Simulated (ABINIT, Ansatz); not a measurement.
# Rb2H6Pt (Fm-3m): G0W0 on several meshes in ABINIT, part 2 of 2

Wanted: mesh dependence and cost of G0W0 for Rb2H6Pt (Fm-3m).

ABINIT 10.8.3; LDA and many-body steps on it, plane waves. Known limits of the many-body steps: not at the basis limit; no spin polarisation; d states lean on the start; no spin-orbit coupling; coarse k mesh.

So far. Step 4 (2×2×2): The gap on the mesh goes from 3.78 eV to 6.10 eV, a correction of +2.32 eV. Step 5 (Empty states on the mesh, 4×4×4 mesh, 135 bands): On this mesh the gap is 3.783 eV.

### 7. 4×4×4

This step: G0W0 on LDA, plane waves, norm-conserving pseudopotentials.

File run.abi:

```
acell 3*1.0 Angstrom
rprim 
  0.000000000000 4.260795920000 4.260795920000
  4.260795920000 0.000000000000 4.260795920000
  4.260795920000 4.260795920000 0.000000000000
ntypat 3
znucl 37 1 78
natom 9
typat 1 1 2 2 2 2 2 2 3
xred 
  0.750000000000 0.750000000000 0.750000000000
  0.250000000000 0.250000000000 0.250000000000
  0.807305340000 0.807305340000 0.192694660000
  0.192694660000 0.807305340000 0.192694660000
  0.807305340000 0.192694660000 0.192694660000
  0.192694660000 0.192694660000 0.807305340000
  0.807305340000 0.192694660000 0.807305340000
  0.192694660000 0.807305340000 0.807305340000
  0.000000000000 0.000000000000 0.000000000000
pp_dirpath "pseudos"
pseudos "Rb.upf, H.upf, Pt.upf"
ecut 34
ngkpt 4 4 4
nshiftk 1
shiftk 0 0 0
kptopt 1
chksymbreak 0
istwfk *1
occopt 1
irdwfk 1
optdriver 4
nband 123
gwcalctyp 0
ecutsigx 34
symsigma 1
nkptgw 2
kptgw 
  0.5000000000 0.5000000000 0.0000000000
  0.0000000000 0.0000000000 0.0000000000
bdgw 
  20 23
  19 24
ecuteps 4.2
irdscr 1
ppmodel 1
indata_prefix "in"
outdata_prefix "out"
tmpdata_prefix "tmp"
```

On the command line:

```sh
$ OMP_NUM_THREADS=1 mpirun -n 4 abinit run.abi > log
```

Numbers of over 12 decimals in the logs are rounded to 6 here.

The log of the run:

```text
.Version 10.8.3 of ABINIT. v10.8.2 released Aug 2026.

 Symmetries : space group Fm -3 m (#225); Bravais cF (face-center cubic)
[... echo of the input left out ...]
== DATASET  1 ==================================================================
-   mpi_nproc: 4, omp_nthreads: 1 (-1 if OMP is not activated)

--- !DatasetInfo
iteration_state: {dtset: 1, }
dimensions: {natom: 9, nkpt: 8, mband: 123, nsppol: 1, nspinor: 1, nspden: 1, mpw: 9922, }
cutoff_energies: {ecut:  34.0, pawecutdg:  -1.0, }
electrons: {nelect:   4.20000000E+01, charge:   0.00000000E+00, occopt:   1.00000000E+00, tsmear:   1.00000000E-02, }

 SIGMA: Calculation of the GW corrections

 Based on a program developped by R.W. Godby, V. Olevano, G. Onida, and L. Reining.
 Incorporated in ABINIT by V. Olevano, G.-M. Rignanese, and M. Torrent.
.Using double precision arithmetic ; gwpc =  8

[... cell and pseudopotentials left out ...]
--------------------------------------------------------------------------------

 ==== K-mesh for the wavefunctions ====
 Number of points in the irreducible wedge :     8
[... list of points left out ...]
 Together with 48 symmetry operations and time-reversal symmetry
 yields    64 points in the full Brillouin Zone.

 ==== Q-mesh for screening function ====
 Number of points in the irreducible wedge :     8
[... list of points left out ...]
 Together with 48 symmetry operations and time-reversal symmetry
 yields    64 points in the full Brillouin Zone.

 vcoul_init : cutoff-mode = AUXILIARY_FUNCTION
 q-points for optical limit:   1
     1)      0.000010    0.000020    0.000030
 setmesh: FFT mesh size selected  =    60x   60x   60
          total number of points  =       216000

 Number of electrons calculated from density =   42.0000; Expected =   42.0000
[...]
number of omega for Sigma on real axis              0
 max omega for Sigma on real axis  [eV]           0.00
 zcut for avoiding poles [eV]                     0.10

 EPSILON^-1 parameters (SCR file):
 dimension of the eps^-1 matrix on file            411
 dimension of the eps^-1 matrix used               411
 number of plane-waves for wavefunctions          9841
 number of bands                                   123
 number of q-points in IBZ                           8
 number of frequencies                               2
 number of real frequencies                          1
 number of imag frequencies                          1

 matrix elements of self-energy operator (all in [eV])

 Perturbative Calculation

--- !SelfEnergy_ee
iteration_state: {dtset: 1, }
kpoint     : [   0.500,    0.500,    0.000, ]
spin       : 1
KS_gap     :    3.783
QP_gap     :    6.221
Delta_QP_KS:    2.439
data: !SigmaeeData |
     Band     E0 <VxcDFT>   SigX SigC(E0)      Z dSigC/dE  Sig(E)    E-E0       E
       20  -0.977 -11.605 -15.013   1.877   0.821  -0.219 -12.861  -1.256  -2.233
       21  -0.977 -11.605 -15.013   1.877   0.821  -0.219 -12.861  -1.256  -2.233
       22   2.806  -9.511  -5.931  -2.194   0.853  -0.172  -8.328   1.182   3.988
[...]
--- !SelfEnergy_ee
iteration_state: {dtset: 1, }
kpoint     : [   0.000,    0.000,    0.000, ]
spin       : 1
KS_gap     :    4.861
QP_gap     :    7.192
Delta_QP_KS:    2.331
data: !SigmaeeData |
     Band     E0 <VxcDFT>   SigX SigC(E0)      Z dSigC/dE  Sig(E)    E-E0       E
[...]
23   4.515 -11.624  -7.162  -2.461   0.844  -0.185  -9.936   1.688   6.203
       24   4.515 -11.624  -7.162  -2.461   0.844  -0.185  -9.936   1.688   6.203

== END DATASET(S) ==============================================================
================================================================================

 -outvars: echo values of variables after computation  --------
           etotal      0.0000000000E+00
            nband         123
             nkpt           8
          spgroup         225
 [... the other variables as echoed above ...]

 Calculation completed.
```

Wall time 28 s (4 MPI ranks of Arm Neoverse V2, shared host); peak memory 2.1 GiB; 1.9 min of CPU time.

Numbers from this step:

```
G0W0 gap on the points computed              : 6.221 eV
starting gap on the mesh                     : 3.783 eV
k of the valence top                         : 0.5, 0.5, 0
k of the conduction bottom                   : 0.5, 0.5, 0
Z at the valence top                         : 0.821
Z at the conduction bottom                   : 0.853
least direct G0W0 gap on the computed points : 6.221 eV
```

Against G0W0 in ABINIT (2×2×2 mesh, 123 bands, screening to 114.3 eV, Godby-Needs plasmon pole), the gap moves by +0.121 eV.

### 8. The runs together

Times are wall times on 4 MPI ranks of Arm Neoverse V2, shared host, good to a factor of about two. A run's time includes the screening step that it read.

```tsv
run	mesh	bands	screening cutoff (eV)	DFT gap (eV)	gap on the mesh (eV)	direct (eV)	ε∞ used	time
2×2×2	2×2×2	123	114.3	3.783	6.100	6.100	2.81	36 s
4×4×4	4×4×4	123	114.3	3.783	6.221	6.221	2.64	3 min
```

### 9. What came out

```json
{
  "2×2×2": "6.100 eV",
  "4×4×4": "6.221 eV",
  "known limits": "not at the basis limit; no spin polarisation; d states lean on the start; no spin-orbit coupling; coarse k mesh"
}
```

What this shows: 4×4×4: +0.121 eV against 2×2×2. Bands and cutoff are finite, so the gap is not at the basis limit. The miss can reach some tenths of an eV and take either sign; the mesh is an error of its own. In the first G0W0 run levels were corrected at 2 k points alone, so a gap called «on the mesh» is the least over those, and an edge elsewhere would be missed. The 2×2×2 mesh is coarse for this cell, which bears on the long-range parts of exchange and screening. The runs have no spin polarisation. For a closed low-spin shell that is the natural state; where a d or f shell is open it is a constraint, and the gap is then not the crystal's own. With d states at the gap, one-shot GW leans hard on its start. The many-body steps are scalar-relativistic: spin-orbit coupling is not in them.

[Paths, hosts, dates, memory and timing lines, banners, echoed tables and standing remarks are left out of the program output.]

[Logs are printed without paths, hosts, clocks, repeated set-up lines and the standing remarks that a program may print on its own settings, such as how far it seeks lower states.]

[Runs of the session that timed out or met a known fault of the program may be left out.]

[No measured gap is set beside runs whose start may be inverted or whose files or cutoffs have a known fault.]

[Hosts, paths, dates, database ids (printed as entryN), source tags and the programs' standing remarks are cut or masked in the printed files.]

[G0W0 gaps are taken among the corrected bands and points alone; a level outside them can change the order at an edge.]

[Where Ansatz stands beside ABINIT at settings called matched, ABINIT's density can come from a denser mesh and the files from another edition; pairs whose starting gaps differed by over 0.03 eV were left out, so agreement reads better than it is.]
